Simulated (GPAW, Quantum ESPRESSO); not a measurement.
# Y (P6_3/mmc): the Y L₃ absorption edge, part 3 of 4

Aim: the Y L₃ edge of Y (P6_3/mmc) by two routes, a Lanczos recursion (XSpectra) and a sum over empty bands (GPAW), to see which features are robust.

Quantum ESPRESSO 7.5 and GPAW 26.7.0; core-hole supercells, plane-wave PAW LDA.

So far. Step 7 (Spectrum with XCH, Y atom 1 (Quantum ESPRESSO)): Main maxima below 30 eV (height): 1.2 eV (2.22), 4.0 eV (2.07), 10.5 eV (0.79), 17.2 eV (0.73) and 29.0 eV (0.56).  Step 8 (Ground state of the crystal (GPAW)): The mesh shows no gap, so the system is treated as a metal and the core electron is put at the Fermi level (neutral cell).

## (9) Spectrum without a core hole, Y atom 1 (GPAW)

Level of this step: X-ray absorption from dipole matrix elements to empty bands, plane-wave PAW LDA (GPAW).

Without a hole the spectrum is the empty density of states of the right symmetry on the absorber, weighted by matrix elements. It needs only the small cell and serves as the baseline. The data set with a hole of occupation 0 only carries the core orbital.

Input file xas.py:

```python
import numpy as np
from ase import Atoms
from ase.parallel import parprint, paropen
from gpaw import GPAW, PW, FermiDirac, Mixer, MixerDif, setup_paths
from gpaw.test import gen
setup_paths.insert(0, '.')
gen('Y', name='nch2p', xcname='LDA', corehole=(2, 1, 0), write_xml=True)
from gpaw.mpi import world
world.barrier()

atoms = Atoms('Y2',
    cell=[[3.6474, 0, 0],
     [-1.8237, 3.15874106, 0],
     [0, 0, 5.7306]],
    scaled_positions=[[0.66666667, 0.33333333, 0.75],
     [0.33333333, 0.66666667, 0.25]],
    pbc=True)
atoms.calc = calc = GPAW(legacy_gpaw=True, mode=PW(500), xc='LDA', setups={0: 'nch2p'},
    kpts={'size': (11, 11, 6), 'gamma': True}, occupations=FermiDirac(0.1),
    charge=0, mixer=Mixer(0.1, 5, 50), maxiter=150,
    convergence={'density': 0.0001}, txt='scf.txt')
energy = atoms.get_potential_energy() + calc.get_reference_energy()
ef = calc.get_fermi_level()
out = dict(energy=energy, fermi=ef, forces=atoms.get_forces().tolist())
parprint(f'all-electron energy {energy:.4f} eV, Fermi level {ef:.4f} eV')
ev = np.array([[calc.get_eigenvalues(k, s) for k in range(len(calc.get_ibz_k_points()))] for s in range(calc.get_number_of_spins())])
out['homo'], out['lumo'], out['counts'] = ev[ev < ef].max(), ev[ev > ef].min(), sorted(set((ev < ef).sum((0, 2)).tolist()))
out['filled'] = (ev[:, 0] < ef).sum(1).tolist()

from ase.units import Ha
from gpaw.xas import dipole_matrix_elements
nb = int(calc.get_number_of_electrons() / 2) + 53
top, nb = nb, nb + 8 + nb // 12
nscf = calc.fixed_density(kpts={'size': (9, 9, 5), 'gamma': True}, nbands=nb,
    convergence={'bands': top, 'eigenstates': 1e-5}, maxiter=60, txt='nscf.txt')
cell = atoms.cell.array
ops = [cell.T @ U.T @ np.linalg.inv(cell.T) for U in nscf.wfs.kd.symmetry.op_scc]
E = np.arange(-25, 34, 0.1)
fwhm = np.interp(E, [4, 25], [1.5, 3.5])
Y, X, zero, highest = 0, 0, 1e9, 1e9
for spin in range(nscf.get_number_of_spins()):
    wfs = nscf.wfs
    A = dipole_matrix_elements(wfs.setups[0])
    eps = np.zeros((wfs.kd.nibzkpts, nb))
    d = np.zeros((3, A.shape[1], wfs.kd.nibzkpts, nb), complex)
    for kpt in wfs.kpt_u:
        if kpt.s == spin and 0 in kpt.P_ani:
            eps[kpt.k] = kpt.eps_n * Ha
            d[:, :, kpt.k] = (kpt.weight * wfs.nspins / 2) ** 0.5 * np.inner(A, kpt.P_ani[0])
    world.sum(eps)
    world.sum(d)
    T = np.einsum('amkn,bmkn->abkn', d, d.conj()).real
    T = sum(np.einsum('ai,ijkn,bj->abkn', R, T, R) for R in ops) / len(ops)
    empty = eps > ef
    zero, highest = min(zero, eps[empty].min()), min(highest, eps[:, top - 1].min())
    lines = [(eps, T, empty)] if spin == 0 else lines + [(eps, T, empty)]
for eps, T, empty in lines:
    f = np.einsum('aakn->akn', T).reshape(3, -1)
    x = eps.ravel() - zero
    w = np.interp(x, E, fwhm) / 2.35482
    g = np.exp(-0.5 * ((E[:, None] - x) / w) ** 2) / (w * (2 * np.pi) ** 0.5)
    Y = Y + (f * empty.ravel()) @ g.T
    X = X + (f * ~empty.ravel()) @ g.T
out.update(E=E.round(2).tolist(), xas=Y.tolist(), xes=X.tolist(), zero=zero, valid=highest - zero, nk=len(eps), nb=nb)
for i in range(0, len(E), 10):
    parprint(f'{E[i]:7.2f}', *(f'{v:10.3e}' for v in Y[:, i]))
import json
with paropen('out.json', 'w') as f:
    json.dump(out, f)
```

Started as:

```sh
$ OMP_NUM_THREADS=1 mpirun -n 4 gpaw python xas.py
```

Numbers of over 12 decimals in the logs are rounded to 6 here.

The log of the run:

```text
Input parameters:
  convergence: {density: 0.0001}
  kpts: {gamma: True,
         size: (11, 11, 6)}
  maxiter: 150
  mixer: {backend: pulay,
          beta: 0.1,
          method: separate,
          nmaxold: 5,
          weight: 50}
  mode: {ecut: 500.0,
         name: pw}
  occupations: {fixmagmom: False,
                name: fermi-dirac,
                width: 0.1}
  setups: {0: nch2p}

Initialize ...

[...]
*d    :     0.902805
--------------------------------

Diagonalizing with gridspacing h=0.050

state   all-electron     PAW
-------------------------------
4s:      -1.763072    -1.763529
4p:      -1.027192    -1.027856
4d:      -0.097195    -0.097523
*f:                    0.059866
-------------------------------
all-electron energy -183986.1670 eV, Fermi level 6.1429 eV
[...]
32.00  1.270e-05  1.270e-05  1.186e-05
  33.00  1.274e-05  1.274e-05  1.218e-05
[key lines of the parts left out:]
Converged after 14 iterations.
Dipole moment: (0.000000, -0.000000, 0.000000) |e|*Ang
Free energy:    -10.455337
Fermi level: 6.14294
```

Wall time 49 s (4 MPI ranks of Arm Neoverse V2, shared host); peak memory 0.38 GiB.

The Y L₃ spectrum, Y atom 1, no core hole (energy from the lowest empty level; intensity scaled to a mean of 1 over the first 20 eV; polarised curves are means over the symmetry-equivalent atoms):

| E (eV) | isotropic | ε ⊥ c | ε ∥ c |
| --- | --- | --- | --- |
| -2.0 | 0.00 | 0.00 | 0.00 |
| -1.4 | 0.02 | 0.02 | 0.01 |
| -0.8 | 0.11 | 0.12 | 0.10 |
| -0.2 | 0.38 | 0.39 | 0.36 |
| 0.4 | 0.81 | 0.79 | 0.83 |
| 1.0 | 1.28 | 1.24 | 1.37 |
| 1.6 | 1.58 | 1.57 | 1.59 |
| 2.2 | 1.49 | 1.53 | 1.41 |
| 2.8 | 1.32 | 1.35 | 1.24 |
| 3.4 | 1.48 | 1.50 | 1.44 |
| 4.0 | 2.04 | 2.04 | 2.04 |
| 4.6 | 2.55 | 2.54 | 2.58 |
| 5.2 | 2.38 | 2.36 | 2.41 |
| 5.8 | 1.63 | 1.62 | 1.65 |
| 6.4 | 1.00 | 1.00 | 1.01 |
| 7.0 | 0.78 | 0.79 | 0.77 |
| 7.6 | 0.76 | 0.76 | 0.76 |
| 8.2 | 0.75 | 0.74 | 0.76 |
| 8.8 | 0.74 | 0.73 | 0.75 |
| 9.4 | 0.78 | 0.78 | 0.76 |
| 10.0 | 0.85 | 0.87 | 0.81 |
| 10.6 | 0.90 | 0.92 | 0.86 |
| 11.2 | 0.88 | 0.89 | 0.87 |
| 11.8 | 0.80 | 0.79 | 0.82 |
| 12.4 | 0.68 | 0.65 | 0.72 |
| 13.0 | 0.57 | 0.55 | 0.60 |
| 13.6 | 0.50 | 0.49 | 0.51 |
| 14.2 | 0.48 | 0.47 | 0.48 |
| 14.8 | 0.49 | 0.49 | 0.50 |
| 15.4 | 0.55 | 0.54 | 0.56 |
| 16.0 | 0.62 | 0.62 | 0.63 |
| 16.6 | 0.70 | 0.70 | 0.69 |
| 17.2 | 0.75 | 0.76 | 0.72 |
| 17.8 | 0.76 | 0.78 | 0.72 |
| 18.4 | 0.74 | 0.76 | 0.70 |
| 19.0 | 0.72 | 0.73 | 0.69 |
| 19.6 | 0.69 | 0.70 | 0.69 |
| 20.2 | 0.68 | 0.67 | 0.71 |
| 20.8 | 0.68 | 0.66 | 0.72 |
| 21.4 | 0.68 | 0.66 | 0.73 |
| 22.0 | 0.67 | 0.66 | 0.71 |
| 22.6 | 0.65 | 0.64 | 0.67 |
| 23.2 | 0.62 | 0.62 | 0.62 |
| 23.8 | 0.58 | 0.59 | 0.56 |
| 24.4 | 0.55 | 0.56 | 0.52 |
| 25.0 | 0.52 | 0.54 | 0.50 |
| 25.6 | 0.52 | 0.53 | 0.49 |
| 26.2 | 0.52 | 0.53 | 0.51 |
| 26.8 | 0.53 | 0.53 | 0.53 |
| 27.4 | 0.55 | 0.55 | 0.56 |
| 28.0 | 0.57 | 0.56 | 0.59 |
| 28.6 | 0.59 | 0.57 | 0.61 |
| 29.2 | 0.59 | 0.59 | 0.61 |
| 29.8 | 0.60 | 0.60 | 0.60 |
| 30.4 | 0.60 | 0.60 | 0.59 |
| 31.0 | 0.59 | 0.60 | 0.57 |
| 31.6 | 0.59 | 0.60 | 0.56 |

Main maxima below 30 eV (height): 1.8 eV (1.58), 4.8 eV (2.59), 10.8 eV (0.90) and 17.8 eV (0.76). 

The same matrix elements for filled bands give the Y L₃ emission of Y atom 1 (ground-state approximation; energy from the lowest empty level, largest value 1):

| E (eV) | emission |
| --- | --- |
| -24.00 | 0.00 |
| -23.25 | 0.00 |
| -22.50 | 0.00 |
| -21.75 | 0.00 |
| -21.00 | 0.00 |
| -20.25 | 0.00 |
| -19.50 | 0.00 |
| -18.75 | 0.00 |
| -18.00 | 0.00 |
| -17.25 | 0.00 |
| -16.50 | 0.00 |
| -15.75 | 0.00 |
| -15.00 | 0.00 |
| -14.25 | 0.00 |
| -13.50 | 0.00 |
| -12.75 | 0.00 |
| -12.00 | 0.00 |
| -11.25 | 0.00 |
| -10.50 | 0.00 |
| -9.75 | 0.00 |
| -9.00 | 0.00 |
| -8.25 | 0.00 |
| -7.50 | 0.00 |
| -6.75 | 0.00 |
| -6.00 | 0.00 |
| -5.25 | 0.00 |
| -4.50 | 0.01 |
| -3.75 | 0.04 |
| -3.00 | 0.09 |
| -2.25 | 0.28 |
| -1.50 | 0.66 |
| -0.75 | 0.99 |
| 0.00 | 0.74 |
| 0.75 | 0.20 |
| 1.50 | 0.02 |
| 2.25 | 0.00 |
| 3.00 | 0.00 |

Emission maxima: -0.6 eV (1.00).

## (10) Supercell without a hole, the energy reference (GPAW)

Total energies of two programs can't be mixed, so the cell and mesh of GPAW's hole run get a reference energy of their own.

Input file scf.py:

```python
import numpy as np
from ase import Atoms
from ase.parallel import parprint, paropen
from gpaw import GPAW, PW, FermiDirac, Mixer, MixerDif, setup_paths
from gpaw.test import gen
setup_paths.insert(0, '.')
gen('Y', name='nch2p', xcname='LDA', corehole=(2, 1, 0), write_xml=True)
from gpaw.mpi import world
world.barrier()

atoms = Atoms('Y6',
    cell=[[-5.4711, 3.15874106, 0],
     [-5.4711, -3.15874106, 0],
     [3.6474, 0, 5.7306]],
    scaled_positions=[[0.25, 0.91666667, 0.75],
     [0.58333333, 0.25, 0.75],
     [0.91666667, 0.58333333, 0.75],
     [0.41666667, 0.75, 0.25],
     [0.75, 0.08333333, 0.25],
     [0.08333333, 0.41666667, 0.25]],
    pbc=True)
atoms.calc = calc = GPAW(legacy_gpaw=True, mode=PW(500), xc='LDA', setups={0: 'nch2p'},
    kpts={'size': (4, 4, 4), 'gamma': True}, occupations=FermiDirac(0.1),
    charge=0, mixer=Mixer(0.1, 5, 50), maxiter=150,
    convergence={'density': 0.0001}, txt='scf.txt')
energy = atoms.get_potential_energy() + calc.get_reference_energy()
ef = calc.get_fermi_level()
out = dict(energy=energy, fermi=ef, forces=atoms.get_forces().tolist())
parprint(f'all-electron energy {energy:.4f} eV, Fermi level {ef:.4f} eV')
ev = np.array([[calc.get_eigenvalues(k, s) for k in range(len(calc.get_ibz_k_points()))] for s in range(calc.get_number_of_spins())])
out['homo'], out['lumo'], out['counts'] = ev[ev < ef].max(), ev[ev > ef].min(), sorted(set((ev < ef).sum((0, 2)).tolist()))
out['filled'] = (ev[:, 0] < ef).sum(1).tolist()
import json
with paropen('out.json', 'w') as f:
    json.dump(out, f)
```

Started as:

```sh
$ OMP_NUM_THREADS=1 mpirun -n 4 gpaw python scf.py
```

The log of the run:

```text
Input parameters:
  convergence: {density: 0.0001}
  kpts: {gamma: True,
         size: (4, 4, 4)}
  maxiter: 150
  mixer: {backend: pulay,
          beta: 0.1,
          method: separate,
          nmaxold: 5,
          weight: 50}
  mode: {ecut: 500.0,
         name: pw}
  occupations: {fixmagmom: False,
                name: fermi-dirac,
                width: 0.1}
  setups: {0: nch2p}

Initialize ...

[...]
5s(2) :    -0.155371     0.971849
4p(6) :    -1.027192     0.548140
5p(0) :    -0.054980     0.976393
4d(1) :    -0.097195     0.865310
*d    :     0.902805
--------------------------------

Diagonalizing with gridspacing h=0.050

state   all-electron     PAW
-------------------------------
4s:      -1.763072    -1.763529
4p:      -1.027192    -1.027856
4d:      -0.097195    -0.097523
*f:                    0.059866
-------------------------------
all-electron energy -551958.5108 eV, Fermi level 6.1389 eV
[key lines of the parts left out:]
Converged after 14 iterations.
Dipole moment: (0.000000, -0.000000, 0.000000) |e|*Ang
Free energy:    -31.372803
Fermi level: 6.13888
```

Elapsed: 45 s, on 4 MPI ranks; peak memory 0.3 GiB.

Reference energy: -551958.511 eV with the cores included.

[end of part 3 of 4]

[Banner, clock and machine lines of the logs are left out without a mark of their own.]

[Logs are printed without paths, hosts, clocks, repeated set-up lines and the standing remarks that a program may print on its own settings, such as how far it seeks lower states.]

[Hosts, paths, dates, database ids (printed as entryN), source tags and the programs' standing remarks are cut or masked in the printed files.]

[Lists of maxima count a maximum above −3 eV only where it reaches 4 % of the highest in the window and stands out from its surroundings by 2 % of it (1.5 % where it reaches 55 %); shoulders and weaker maxima are passed over, and of the rest the first, up to two pre-edge ones and the few strongest are named.]
